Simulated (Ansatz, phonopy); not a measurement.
# AgBi2 (hypothetical, Fm-3m): a volume series of phonon spectra, part 3 of 3

Wanted: mode Grüneisen parameters of AgBi2 (hypothetical) and a free-energy fit over volumes. The crystal structure is hypothetical: it was made by swapping elements on a known structure type.

Ansatz 0.2.0; DFT PBEsol, scalar-relativistic, plane waves, PAW.

So far, highest frequency (cm⁻¹): step 6 (phonons, V/V0 1) 111.

## Step 10: Lattice dynamics at this volume, V/V0 0.985

Phonons at this volume give one point of F(V, T); meshes stay fixed along the series.

input.yaml

```yaml
crystal:
  lattice:
    - [0.0, 3.4652018219, 3.4652018219]
    - [3.4652018219, 0.0, 3.4652018219]
    - [3.4652018219, 3.4652018219, 0.0]
  atoms:
    - { symbol: Bi, position: [0.25, 0.25, 0.25] }
    - { symbol: Bi, position: [0.75, 0.75, 0.75] }
    - { symbol: Ag, position: [0.0, 0.0, 0.0] }
kpoints:
  mp_grid: { grid: [10, 10, 10] }
hamiltonian:
  xc: pbesol
scf:
  occupations: { method: methfessel_paxton, width: 0.15 }
output:
  eigenvalues: true
phonons:
  method: dfpt
  qmesh: [2, 2, 2]
  temperatures: { t_max: 1000, t_step: 50 }
  qpath:
    path:
      - [[0.0, 0.0, 0.0], [0.5, 0.0, 0.5], [0.625, 0.25, 0.625]]
      - [[0.375, 0.375, 0.75], [0.0, 0.0, 0.0], [0.5, 0.5, 0.5], [0.5, 0.25, 0.75], [0.5, 0.0, 0.5]]
    npoints: 10
```

Launch:

```sh
> ansatz run input.yaml --threads 4 --pin off --max-ram 8192MiB --backend cpu --events-out ev --progress --plain --runs-dir out
```

Numbers of over 12 decimals in the logs are rounded to 6 here.

The program printed:

```text
[...]
Crystal: 3 atoms, lattice volume = 83.218 Å³
Basis set: ecut = 420 eV, 1639 PW (Γ), exchange–correlation on 72×72×72 points (8 copies of the dense FFT grid, shifted against one another)
Bands: 30, of which v1, the nominal top of the filled ones, is band 25 counted from 1 (24 counted from 0)
Symmetry: 48 space group operations
k-points: 47 of 1000
[...]
k-point 46: bands = [... 21 lower, 7.3511, 8.3668, 10.5461, 12.3925, 14.8926, 15.8880, 16.5358, 16.7759, ... 1 higher]
[...]
ASR residual: 2.053e-4 → 0.000e0 eV/Å²; symmetrization residual: 1.082e-4 eV/Å²
  ASR residual per site (eV/Å²): 2.05e-4 2.05e-4 5.01e-6
  Γ frequencies (cm⁻¹): 0.00 0.00 0.00 75.63 75.63 75.63 106.05 106.05 106.05
--- Phonons (arbitrary-q DFPT): 3 irreducible q on the 2×2×2 mesh ---
[...]
interpolated dispersion: 62 rows × 9 modes
[...]
[key lines of the parts left out:]
SCF converged after 8 iterations
Free energy (F): -32006.115344 eV
Fermi energy:    12.167255 eV
```

Run time: 68 s. Hardware: 4 threads of AMD EPYC 7R13 (Zen 3), shared host; peak memory 2 GiB; 4.4 min of CPU time.

No mode is imaginary beyond numerical noise at the solved wavevectors. The highest zone-centre mode (no LO–TO term) moved by +3.7 % for a volume change of -1.5 %.

## Step 11: Single point at a scaled cell, V/V0 1.03

Symmetry fixes every atom, so a single point at the scaled cell gives the energy and pressure of this member.

The cell differs from the one that the last finished run ended in (a 4.901 → 4.974 Å, b 4.901 → 4.974 Å, c 4.901 → 4.974 Å).

input.yaml, the sections that differ from step 10:

```yaml
crystal:
  lattice:
    - [0.0, 3.51718759, 3.51718759]
    - [3.51718759, 0.0, 3.51718759]
    - [3.51718759, 3.51718759, 0.0]
  atoms:
    - { symbol: Bi, position: [0.25, 0.25, 0.25] }
    - { symbol: Bi, position: [0.75, 0.75, 0.75] }
    - { symbol: Ag, position: [0.0, 0.0, 0.0] }
output:
  forces: true
  stress: true
  eigenvalues: true
# kpoints, hamiltonian, scf: as in step 10
# phonons: removed
```

The program printed:

```text
[...]
Crystal: 3 atoms, lattice volume = 87.020 Å³
Basis set: ecut = 420 eV, 1687 PW (Γ), exchange–correlation on 72×72×72 points (8 copies of the dense FFT grid, shifted against one another)
Bands: 30, of which v1, the nominal top of the filled ones, is band 25 counted from 1 (24 counted from 0)
Symmetry: 48 space group operations
[...]
k-points: 47 of 1000
[...]
k-point 0: bands = [... 21 lower, 10.7885, 10.7885, 10.7885, 12.5092, 12.5092, 12.5092, 13.3633, 14.7918, ... 1 higher]
  k-point 1: bands = [... 21 lower, 10.3423, 10.6925, 10.6925, 11.8743, 12.4018, 12.4018, 14.2626, 14.9651, ... 1 higher]
  k-point 2: bands = [... 21 lower, 9.4893, 10.4653, 10.4653, 11.2623, 12.1213, 12.1213, 14.5989, 15.4882, ... 1 higher]
  k-point 46: bands = [... 21 lower, 6.7734, 7.7778, 9.8287, 11.5878, 14.1038, 14.9313, 15.5112, 16.0029, ... 1 higher]
[key lines of the parts left out:]
SCF converged after 6 iterations
Free energy (F): -32006.104752 eV
Fermi energy:    11.384549 eV
P = ⅓ Tr σ = -1.7904 GPa (-17.904 kbar)
```

The job ended after 1.5 s (4 threads; peak memory 0.51 GiB; 5 s of CPU time).

The run ends at a pressure of -1.79 GPa.

## Step 12: Lattice dynamics at this volume, V/V0 1.03

The same q-mesh and k-mesh are kept at every volume, so that much of their error can cancel in the differences.

input.yaml, the sections that differ from step 11:

```yaml
output:
  eigenvalues: true
phonons:
  method: dfpt
  qmesh: [2, 2, 2]
  temperatures: { t_max: 1000, t_step: 50 }
  qpath:
    path:
      - [[0.0, 0.0, 0.0], [0.5, 0.0, 0.5], [0.625, 0.25, 0.625]]
      - [[0.375, 0.375, 0.75], [0.0, 0.0, 0.0], [0.5, 0.5, 0.5], [0.5, 0.25, 0.75], [0.5, 0.0, 0.5]]
    npoints: 10
# crystal, kpoints, hamiltonian, scf: as in step 11
```

The program printed:

```text
[...]
Crystal: 3 atoms, lattice volume = 87.020 Å³
Basis set: ecut = 420 eV, 1687 PW (Γ), exchange–correlation on 72×72×72 points (8 copies of the dense FFT grid, shifted against one another)
Bands: 30, of which v1, the nominal top of the filled ones, is band 25 counted from 1 (24 counted from 0)
Symmetry: 48 space group operations
k-points: 47 of 1000
[...]
k-point 46: bands = [... 21 lower, 6.7734, 7.7778, 9.8287, 11.5878, 14.1038, 14.9313, 15.5112, 16.0029, ... 1 higher]
[...]
ASR residual: 6.468e-6 → 0.000e0 eV/Å²; symmetrization residual: 1.082e-4 eV/Å²
  ASR residual per site (eV/Å²): 6.47e-6 6.47e-6 2.22e-6
  Γ frequencies (cm⁻¹): 0.00 0.00 0.00 66.94 66.94 66.94 95.03 95.03 95.03
--- Phonons (arbitrary-q DFPT): 3 irreducible q on the 2×2×2 mesh ---
[...]
interpolated dispersion: 62 rows × 9 modes
[...]
[key lines of the parts left out:]
SCF converged after 8 iterations
Free energy (F): -32006.104752 eV
Fermi energy:    11.384523 eV
```

It took 70 s on 4 threads; peak memory 2.1 GiB; 4.5 min of CPU time.

No mode is imaginary beyond numerical noise at the solved wavevectors. The highest zone-centre mode (no LO–TO term) moved by -7.1 % for a volume change of +3.0 %.

## Step 13: Single point at a scaled cell, V/V0 0.97

Symmetry fixes every atom, so a single point at the scaled cell gives the energy and pressure of this member.

The cell differs from the one that the last finished run ended in (a 4.974 → 4.876 Å, b 4.974 → 4.876 Å, c 4.974 → 4.876 Å).

input.yaml, the sections that differ from step 12:

```yaml
crystal:
  lattice:
    - [0.0, 3.4475219132, 3.4475219132]
    - [3.4475219132, 0.0, 3.4475219132]
    - [3.4475219132, 3.4475219132, 0.0]
  atoms:
    - { symbol: Bi, position: [0.25, 0.25, 0.25] }
    - { symbol: Bi, position: [0.75, 0.75, 0.75] }
    - { symbol: Ag, position: [0.0, 0.0, 0.0] }
output:
  forces: true
  stress: true
  eigenvalues: true
# kpoints, hamiltonian, scf: as in step 12
# phonons: removed
```

The program printed:

```text
[...]
Crystal: 3 atoms, lattice volume = 81.950 Å³
Basis set: ecut = 420 eV, 1639 PW (Γ), exchange–correlation on 72×72×72 points (8 copies of the dense FFT grid, shifted against one another)
Bands: 30, of which v1, the nominal top of the filled ones, is band 25 counted from 1 (24 counted from 0)
Symmetry: 48 space group operations
[...]
k-points: 47 of 1000
[...]
k-point 0: bands = [... 21 lower, 11.8132, 11.8132, 11.8132, 13.5614, 13.5614, 13.5614, 14.7241, 15.7832, ... 1 higher]
  k-point 1: bands = [... 21 lower, 11.3170, 11.7004, 11.7004, 13.0056, 13.4565, 13.4565, 15.4437, 15.9652, ... 1 higher]
  k-point 2: bands = [... 21 lower, 10.4132, 11.4367, 11.4367, 12.3721, 13.1740, 13.1740, 15.6669, 16.5173, ... 1 higher]
  k-point 46: bands = [... 21 lower, 7.5555, 8.5758, 10.8016, 12.6783, 15.1705, 16.2260, 16.8988, 17.0500, ... 1 higher]
[key lines of the parts left out:]
SCF converged after 6 iterations
Free energy (F): -32006.102918 eV
Fermi energy:    12.445076 eV
P = ⅓ Tr σ = 2.1389 GPa (21.389 kbar)
```

Wall time 1.4 s (4 threads); peak memory 0.51 GiB.

The run ends at a pressure of 2.14 GPa.

## Step 14: Phonons, V/V0 0.97

Phonons at this volume give one point of F(V, T); meshes stay fixed along the series.

input.yaml, the sections that differ from step 13:

```yaml
output:
  eigenvalues: true
phonons:
  method: dfpt
  qmesh: [2, 2, 2]
  temperatures: { t_max: 1000, t_step: 50 }
  qpath:
    path:
      - [[0.0, 0.0, 0.0], [0.5, 0.0, 0.5], [0.625, 0.25, 0.625]]
      - [[0.375, 0.375, 0.75], [0.0, 0.0, 0.0], [0.5, 0.5, 0.5], [0.5, 0.25, 0.75], [0.5, 0.0, 0.5]]
    npoints: 10
# crystal, kpoints, hamiltonian, scf: as in step 13
```

The program printed:

```text
[...]
Crystal: 3 atoms, lattice volume = 81.950 Å³
Basis set: ecut = 420 eV, 1639 PW (Γ), exchange–correlation on 72×72×72 points (8 copies of the dense FFT grid, shifted against one another)
Bands: 30, of which v1, the nominal top of the filled ones, is band 25 counted from 1 (24 counted from 0)
Symmetry: 48 space group operations
k-points: 47 of 1000
[...]
k-point 46: bands = [... 21 lower, 7.5555, 8.5758, 10.8016, 12.6783, 15.1705, 16.2260, 16.8988, 17.0500, ... 1 higher]
[...]
ASR residual: 1.454e-4 → 0.000e0 eV/Å²; symmetrization residual: 1.057e-4 eV/Å²
  ASR residual per site (eV/Å²): 1.45e-4 1.45e-4 1.07e-5
  Γ frequencies (cm⁻¹): 0.00 0.00 0.00 78.59 78.59 78.59 109.91 109.91 109.91
--- Phonons (arbitrary-q DFPT): 3 irreducible q on the 2×2×2 mesh ---
[...]
interpolated dispersion: 62 rows × 9 modes
[...]
[key lines of the parts left out:]
SCF converged after 8 iterations
Free energy (F): -32006.102918 eV
Fermi energy:    12.445073 eV
```

The job ended after 72 s (4 threads; peak memory 2 GiB; 4.6 min of CPU time).

No LO-TO term. The phonon branches at the labelled points (cm⁻¹):

```tsv
point	branch 1	branch 2	branch 3	branch 4	branch 5	branch 6	branch 7	branch 8	branch 9
Γ	0	0	0	79	79	79	110	110	110
halfway	33	33	66	69	69	72	111	114	114
X	50	50	52	52	59	99	101	111	111
halfway	49	52	52	54	60	96	103	112	113
U	48	52	58	58	60	92	107	114	115
jump to K	48	52	58	58	60	92	107	114	115
halfway	34	38	64	69	73	74	114	116	116
Γ	0	0	0	79	79	79	110	110	110
halfway	29	29	60	71	75	75	113	115	115
L	40	40	62	73	73	89	113	120	120
halfway	44	48	60	66	66	88	112	116	118
W	51	51	57	57	62	92	109	109	118
halfway	50	52	53	54	60	95	104	111	115
X	50	50	52	52	59	99	101	111	111
```

The phonon branches as a text plot (rows in cm⁻¹):

```
    117 |                *********          ******************
    112 |************************************************   *****
    107 |        ***     **                              *****
    102 |           *****                                     ***
     97 |           ****                                      ***
     92 |         **    ***                              *****
     87 |                  **                   *********
     82 |        *           **                *
     77 |****** *              * ************ *
     72 |   ****               *****       **********
     67 |      ***           ****            *       **
     62 |        ***       **** *             ****************
     57 |    **   *********      *          *          **********
     52 |           *********                          **********
     47 |           ******** **   **       *         ****      **
     42 |   *    ***        ****                  *****
     37 |       *              **         *   *****
     32 |      *                **  *        *
     27 |  * **                  *       *  *
     22 |   *                     **       *
     17 | **                        **    *
     12 |                               **
      7 | *                          *  *
      2 |*                            **
         Γ           X  U|K            Γ         L        W     X
```

No mode is imaginary beyond numerical noise at the solved wavevectors. The highest zone-centre mode (no LO–TO term) moved by +7.4 % for a volume change of -3.0 %.

## Step 15: Single point at a scaled cell, V/V0 1.05

Symmetry fixes every atom, so a single point at the scaled cell gives the energy and pressure of this member.

The cell differs from the one that the last finished run ended in (a 4.876 → 5.006 Å, b 4.876 → 5.006 Å, c 4.876 → 5.006 Å).

input.yaml, the sections that differ from step 14:

```yaml
crystal:
  lattice:
    - [0.0, 3.5398067814, 3.5398067814]
    - [3.5398067814, 0.0, 3.5398067814]
    - [3.5398067814, 3.5398067814, 0.0]
  atoms:
    - { symbol: Bi, position: [0.25, 0.25, 0.25] }
    - { symbol: Bi, position: [0.75, 0.75, 0.75] }
    - { symbol: Ag, position: [0.0, 0.0, 0.0] }
output:
  forces: true
  stress: true
  eigenvalues: true
# kpoints, hamiltonian, scf: as in step 14
# phonons: removed
```

The program printed:

```text
[...]
Crystal: 3 atoms, lattice volume = 88.709 Å³
Basis set: ecut = 420 eV, 1759 PW (Γ), exchange–correlation on 72×72×72 points (8 copies of the dense FFT grid, shifted against one another)
Bands: 30, of which v1, the nominal top of the filled ones, is band 25 counted from 1 (24 counted from 0)
Symmetry: 48 space group operations
[...]
k-points: 47 of 1000
[...]
k-point 0: bands = [... 21 lower, 10.4733, 10.4733, 10.4733, 12.1843, 12.1843, 12.1843, 12.9459, 14.4864, ... 1 higher]
  k-point 1: bands = [... 21 lower, 10.0423, 10.3823, 10.3823, 11.5248, 12.0764, 12.0764, 13.8848, 14.6344, ... 1 higher]
  k-point 2: bands = [... 21 lower, 9.2055, 10.1662, 10.1662, 10.9209, 11.7969, 11.7969, 14.2659, 15.1713, ... 1 higher]
  k-point 46: bands = [... 21 lower, 6.5325, 7.5330, 9.5315, 11.2536, 13.7733, 14.5317, 15.0845, 15.6814, ... 1 higher]
[key lines of the parts left out:]
SCF converged after 6 iterations
Free energy (F): -32006.080344 eV
Fermi energy:    11.059255 eV
P = ⅓ Tr σ = -2.8182 GPa (-28.182 kbar)
```

It took 1.4 s on 4 threads; peak memory 0.51 GiB; 4.5 s of CPU time.

The run ends at a pressure of -2.82 GPa.

## Step 16: Phonons, V/V0 1.05

The same q-mesh and k-mesh are kept at every volume, so that much of their error can cancel in the differences.

input.yaml, the sections that differ from step 15:

```yaml
output:
  eigenvalues: true
phonons:
  method: dfpt
  qmesh: [2, 2, 2]
  temperatures: { t_max: 1000, t_step: 50 }
  qpath:
    path:
      - [[0.0, 0.0, 0.0], [0.5, 0.0, 0.5], [0.625, 0.25, 0.625]]
      - [[0.375, 0.375, 0.75], [0.0, 0.0, 0.0], [0.5, 0.5, 0.5], [0.5, 0.25, 0.75], [0.5, 0.0, 0.5]]
    npoints: 10
# crystal, kpoints, hamiltonian, scf: as in step 15
```

The program printed:

```text
[...]
Crystal: 3 atoms, lattice volume = 88.709 Å³
Basis set: ecut = 420 eV, 1759 PW (Γ), exchange–correlation on 72×72×72 points (8 copies of the dense FFT grid, shifted against one another)
Bands: 30, of which v1, the nominal top of the filled ones, is band 25 counted from 1 (24 counted from 0)
Symmetry: 48 space group operations
k-points: 47 of 1000
[...]
k-point 46: bands = [... 21 lower, 6.5325, 7.5330, 9.5315, 11.2535, 13.7733, 14.5316, 15.0845, 15.6814, ... 1 higher]
[...]
ASR residual: 2.207e-5 → 0.000e0 eV/Å²; symmetrization residual: 1.065e-4 eV/Å²
  ASR residual per site (eV/Å²): 2.21e-5 2.21e-5 6.09e-6
  Γ frequencies (cm⁻¹): 0.00 0.00 0.00 63.12 63.12 63.12 90.36 90.36 90.36
--- Phonons (arbitrary-q DFPT): 3 irreducible q on the 2×2×2 mesh ---
[...]
interpolated dispersion: 62 rows × 9 modes
[...]
[key lines of the parts left out:]
SCF converged after 8 iterations
Free energy (F): -32006.080344 eV
Fermi energy:    11.059223 eV
```

Wall time 72 s (4 threads); peak memory 2.1 GiB; 4.6 min of CPU time.

No mode is imaginary beyond numerical noise at the solved wavevectors. The highest zone-centre mode (no LO–TO term) moved by -11.7 % for a volume change of +5.0 %.

## Step 17: Mode Grüneisen parameters

This step: DFT PBEsol, scalar-relativistic, plane waves, PAW (phonopy 4.10.0).

This step gave:

```yaml
share_of_modes_with_a_negative_grueneisen_parameter: 0
```

Mean Grüneisen, by row:

```tsv
T (K)	heat-capacity-weighted mean	root mean square
50	1.957	2.043
100	2.037	2.117
200	2.059	2.137
300	2.063	2.14
500	2.065	2.142
800	2.066	2.143
```

Table of mean mode Grueneisen parameter by wavenumber:

```tsv
wavenumber (cm⁻¹)	mean mode Grueneisen parameter
1.9	-
5.6	-
9.3	-
13.0	0.616
16.7	1.12
20.4	0.643
24.1	1.2
27.8	0.776
31.5	1
35.2	0.888
38.9	1.24
42.7	1.41
46.4	1.61
50.1	1.67
53.8	1.89
57.5	1.76
61.2	1.98
64.9	2.18
68.6	2.34
72.3	2.34
76.0	2.1
79.7	2.17
83.5	2.34
87.2	2.52
90.9	2.4
94.6	2.38
98.3	2.48
102.0	2.61
105.7	2.59
109.4	2.56
```

Volume series, by row:

```tsv
V/V0	V (Å³/atom)	pressure (GPa)	E - E0 (meV/atom)	gap (eV)	zero-point energy (meV/atom)	lowest on the path (cm⁻¹)	highest at Gamma without the LO-TO term (cm⁻¹)
0.97	27.32	2.139	5.506	0	14.52	0	109.9
0.985	27.74	1.022	1.349	0	14.05	0	106
1	28.16	0	0	0	13.59	0	102.3
1.015	28.58	-0.935	1.236	0	13.14	0	98.62
1.03	29.01	-1.79	4.823	0	12.69	0	95.03
1.05	29.57	-2.818	12.93	0	12.12	0	90.36
```

The optical frequency at Gamma without the LO-TO term by V/V0:

```tsv
V/V0	mode 4 (cm⁻¹)	mode 7 (cm⁻¹)
0.9700	78.6	110
0.9850	75.6	106
1.0000	72.7	102
1.0150	69.8	98.6
1.0300	66.9	95.0
1.0500	63.1	90.4
```

Grüneisen at points, by row:

```tsv
point	branch	frequency (cm⁻¹)	mode Grüneisen parameter
Γ	4	72.7	2.67
Γ	7	102.3	2.42
X	1	46	2.7
X	3	49.1	1.76
X	5	56.8	1.17
X	6	92.5	2.31
X	7	94.2	2.36
X	8	101.5	3.12
U	1	45	2.24
U	2	50.1	1.34
U	3	54.7	1.95
U	4	55.1	2
U	5	57.7	1.18
U	6	84.8	2.61
U	7	99.5	2.44
U	8	105.1	2.87
U	9	106.2	2.77
K	1	45	2.24
K	2	50.1	1.34
K	3	54.7	1.95
K	4	55.1	2
K	5	57.7	1.18
K	6	84.8	2.61
K	7	99.5	2.44
K	8	105.1	2.87
K	9	106.2	2.77
L	1	38.3	1.06
L	3	59.4	1.54
L	4	68.2	2.26
L	6	84.3	1.84
L	7	105.3	2.46
L	8	111.3	2.4
W	1	48.4	2.07
W	3	53.8	1.81
W	4	54.4	1.31
W	5	59.2	1.23
W	6	85.2	2.61
W	7	100.6	2.66
W	9	108.8	2.85
```

## Step 18: Quasi-harmonic fit by phonopy

This step gave:

| Property | Result |
| --- | --- |
| volume expansion coefficient at 300 K | 51.45 1e-6/K |
| isothermal bulk modulus at 300 K | 59.32 GPa |
| C_P at 300 K | 25.51 J/mol-atom/K |
| Grüneisen parameter at 300 K | 2.13 |

Table of energy (each curve on its own zero) by volume; values in meV/atom:

```tsv
volume (Å³/atom)	static	F at 0 K	F at 300 K	F at 850 K
27.317	5.51	6.67	11.7	22.9
27.739	1.35	2.05	5.19	12.1
28.162	0	0.24	1.42	3.99
28.584	1.24	1.02	0.21	-1.64
29.006	4.82	4.17	1.3	-5.05
29.570	12.9	11.7	6	-6.5
```

Phonopy-qha, vinet fit of F(V) at each temperature; no electronic free energy. Qha vinet, by row:

```tsv
T (K)	fitted volume (Å³/atom)	alpha_V (1e-6/K)	B_T (GPa)	C_P (J/mol-atom/K)	Grueneisen
100	28.31	42.97	63.19	22.95	2.047
150	28.38	46.73	62.26	24.31	2.083
200	28.45	48.7	61.3	24.89	2.101
250	28.52	50.16	60.32	25.25	2.116
300	28.59	51.45	59.32	25.51	2.13
350	28.66	52.7	58.31	25.75	2.143
400	28.74	53.95	57.27	25.96	2.157
450	28.82	55.24	56.21	26.18	2.171
500	28.9	56.59	55.14	26.4	2.185
550	28.98	58.01	54.04	26.62	2.2
600	29.07	59.5	52.93	26.86	2.216
650	29.16	61.09	51.79	27.1	2.232
700	29.25	62.79	50.63	27.36	2.249
```

Table of volume expansion coefficient, phonopy-qha, Vinet by temperature:

```tsv
temperature (K)	volume expansion coefficient, phonopy-qha, Vinet (1e-6/K)
75	38.8
100	43.0
125	45.2
175	47.8
200	48.7
225	49.5
250	50.2
275	50.8
325	52.1
350	52.7
375	53.3
400	54.0
425	54.6
450	55.2
500	56.6
525	57.3
550	58.0
575	58.7
600	59.5
650	61.1
675	61.9
700	62.8
```

The fit gives a volume expansion of 51.5 × 10⁻⁶/K at 300 K.

## Step 19: Outcome

```
volume expansion coefficient at 300 K  : 51.45 1e-6/K
isothermal bulk modulus at 300 K       : 59.32 GPa
C_P at 300 K                           : 25.51 J/mol-atom/K
Grüneisen parameter at 300 K           : 2.13
mean mode Grüneisen parameter at 300 K : 2.06
```

**Reading.** Near room temperature AgBi2 (hypothetical) expands by 51.5 × 10⁻⁶/K in volume by PBEsol, with C_P = 25.5 J/(mol K) per mole of atoms and B_T = 59.3 GPa. The q-mesh is coarse, and the expansion can converge slowly with it. The table stops at 700 K because beyond it the fitted volume comes within 1 % of the largest computed cell, where the fit loses its support. C_P at room temperature is 102 % of the classical 3R an atom. The fit leaves out the electrons' free energy, which adds to C_P and to the expansion of a metal at high temperature. The heat-capacity-weighted Grüneisen parameter goes from 1.96 at 50 K to 2.07 at 800 K. Weighting γ by the density of states and each mode's heat capacity at 300 K, modes below 40 cm⁻¹ give about 5 % of the sum of γC that drives the expansion, those up to 70 cm⁻¹ 42 % and the rest 53 %. Among the labelled points γ is largest for branch 8 at X (102 cm⁻¹, 3.1) and smallest for branch 1 at L (38.3 cm⁻¹, 1.1). The program warned that a few bands missed the eigensolver's threshold in at least one of the runs. The PAW files were made for PBE and are used here under another functional, for which the program regenerates the frozen cores.

[Logs are printed without paths, hosts, clocks, repeated set-up lines and the standing remarks that a program may print on its own settings, such as how far it seeks lower states.]

[Hosts, paths, dates, database ids (printed as entryN), source tags and the programs' standing remarks are cut or masked in the printed files.]

[A step with changed settings may run another functional than the one named; its input shows which.]


